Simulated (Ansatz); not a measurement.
# Zr2CF2 monolayer: the cell at rest, part 2 of 2

Aim: bring Zr2CF2 monolayer to small forces and stress, as phonons need.

Ansatz 0.2.0; DFT PBE, scalar-relativistic, plane waves, PAW.

So far. Step 2 (A coarse first look): The coarse mesh shows no gap.

## (5) Relaxing to small forces for the phonons

Phonons need a cell at rest on their own settings, so the relaxation is repeated with tight tolerances on forces and stress, using the mesh and the filling of the phonon run that follows.

Contents of input.yaml:

```yaml
crystal:
  lattice:
    - [3.3040934324, 0.0, 0.0]
    - [-1.6520467162, 2.861428849, 0.0]
    - [0.0, 0.0, 33.2]
  atoms:
    - { symbol: C, position: [0.0, 0.0, 0.3012048193] }
    - { symbol: Zr, position: [0.3333333333, 0.6666666667, 0.3382843662] }
    - { symbol: Zr, position: [0.6666666667, 0.3333333333, 0.2641252724] }
    - { symbol: F, position: [0.6666666667, 0.3333333333, 0.3784007723] }
    - { symbol: F, position: [0.3333333333, 0.6666666667, 0.2240088663] }
  periodic: [true, true, false]
kpoints:
  mp_grid: { grid: [12, 12, 1] }
hamiltonian:
  xc: pbe
scf:
  occupations: { method: methfessel_paxton, width: 0.15 }
output:
  forces: true
  stress: true
  eigenvalues: true
  write_density: true
  write_potential: true
  elf: true
  volumetric_format: npy
relax:
  adjacent_minimum: "off"
  f_tol: 0.001
  max_steps: 60
  cell: { stress_2d_tol: 0.002 }
```

Run with:

```bash
> ansatz run input.yaml --threads 8 --pin off --max-ram 14336MiB --backend cpu --events-out ev --progress --plain --runs-dir out
```

Numbers of over 12 decimals in the logs are rounded to 6 here.

The log of the run:

```text
[...]
Crystal: 5 atoms, lattice volume = 313.887 Å³
Basis set: ecut = 420 eV, 6243 PW (Γ), exchange–correlation on 48×48×450 points (8 copies of the dense FFT grid, shifted against one another)
Bands: 26, of which v1, the nominal top of the filled ones, is band 21 counted from 1 (20 counted from 0)
Symmetry: 12 space group operations
[...]
k-points: 19 of 144
[...]
cell:  # Å, volume = 313.8742 Å³
    - [3.304026, 0.0, 0]
    - [-1.652013, 2.861370, 0]
    - [0, 0, 33.2]
  atoms:
    - { symbol: C, position: [0, 0, 0.3012048193] }
    - { symbol: Zr, position: [0.333333, 0.666667, 0.338274] }
    - { symbol: Zr, position: [0.666667, 0.333333, 0.264135] }
    - { symbol: F, position: [0.666667, 0.333333, 0.378385] }
    - { symbol: F, position: [0.333333, 0.666667, 0.224024] }
[key lines of the parts left out:]
SCF converged after 6 iterations
Free energy (F): -10241.076451 eV
Fermi energy:    -3.990922 eV
P = ½ c Tr σ = -0.0014 N/m
```

Elapsed: 11 s, on 8 threads of Intel Xeon 6975P-C (Granite Rapids), shared host; peak memory 1 GiB.

Little changed from the start: no atom moved by 0.005 Å and no cell edge by 0.1 %.

ELF in the ac plane at fractional y = 0.333, with atoms of Zr and F within 0.2 Å of it. It is the smooth field of the valence electrons, not physical close to the nuclei.

Ten even steps from '0' (0.00) to '9' (0.74), each cell a mean:
```
00000000000000000
00000000000000000
00000000000000000
00000000000000000
00000000000000000
00000000000000000
00000000000000000
00000000000000000
00000000000000000
00000000000000000
00000000000000000
00000000000000000
00000000000000000
00000000011111000
30000146899899986
12333212455665532
56666554333333334
23443226998679984
24555321223333211
01111100000000000
00000000000000000
00000000000000000
00000000000000000
00000000000000000
```
Columns run along a (3.3 Å), rows up along c (33.2 Å). Atoms in or near the plane, at fractional coordinates: Zr at (0.67, 0.26), F at (0.67, 0.38).

Electrostatic potential energy in the ac plane at fractional y = 0.333, with atoms of Zr and F within 0.2 Å of it. With pseudopotentials it is smooth inside the atoms' cores, unlike the true potential.

Ten even steps from '0' (-31 eV) to '9' (0 eV), each cell a mean:
```
99999999999999999
99999999999999999
99999999999999999
99999999999999999
99999999999999999
99999999999999999
99999999999999999
99999999999999999
99999999999999999
99999999999999999
99999999999999999
99999999999999999
99999999999999999
99999999999999999
99999999743334589
65545567765556677
77667777777777777
67888752000000003
88998887665555678
99999999999999999
99999999999999999
99999999999999999
99999999999999999
99999999999999999
```
Columns run along a (3.3 Å; values clipped at the 3rd and 97th percentile), rows up along c (33.2 Å). Atoms in or near the plane, at fractional coordinates: Zr at (0.67, 0.26), F at (0.67, 0.38).

Valence density in the ac plane at fractional y = 0.333, with atoms of Zr and F within 0.2 Å of it. It is the smooth field of the valence electrons, not physical close to the nuclei.

Ten steps, logarithmic in the rise over the least value, from '_' (0.00 × 1e0 e/Å³) to '@' (5.57 × 1e0 e/Å³), each cell a mean:
```
__________________________________
__________________________________
__________________________________
__________________________________
__________________________________
__________________________________
__________________________________
__________________________________
__________________________________
__________________________________
__________________________________
__________________________________
__________________________________
__________________________________
::..____....::--++##@@@@@@%%##++--
--==========----==++######**++==--
====++++======--------====------==
==----------==**##%%%%%%%%%%%%##++
::----------::::--==++++++====--::
__________________________________
__________________________________
__________________________________
__________________________________
__________________________________
```
Columns run along a (3.3 Å), rows up along c (33.2 Å). Atoms in or near the plane, at fractional coordinates: Zr at (0.67, 0.26), F at (0.67, 0.38).

The largest force component left is 0.061 meV/Å, within the tolerances set.

## (6) What came out

```yaml
space_group_after_relaxation_within_0p01_a: P-3m1
lattice_constant_a: 3.304 Å
lattice_constant_b: 3.304 Å
area_per_atom: 1.89 Å²
```

What this shows: The largest force component left is 0.061 meV/Å, within the tolerances set. The relaxation keeps the symmetry of its start, so it says nothing on stability against lower symmetry. The starting cell was built on a prototype and not taken from a measurement.

[Logs are printed without paths, hosts, clocks, repeated set-up lines and the standing remarks that a program may print on its own settings, such as how far it seeks lower states.]

[Hosts, paths, dates, database ids (printed as entryN), source tags and the programs' standing remarks are cut or masked in the printed files.]
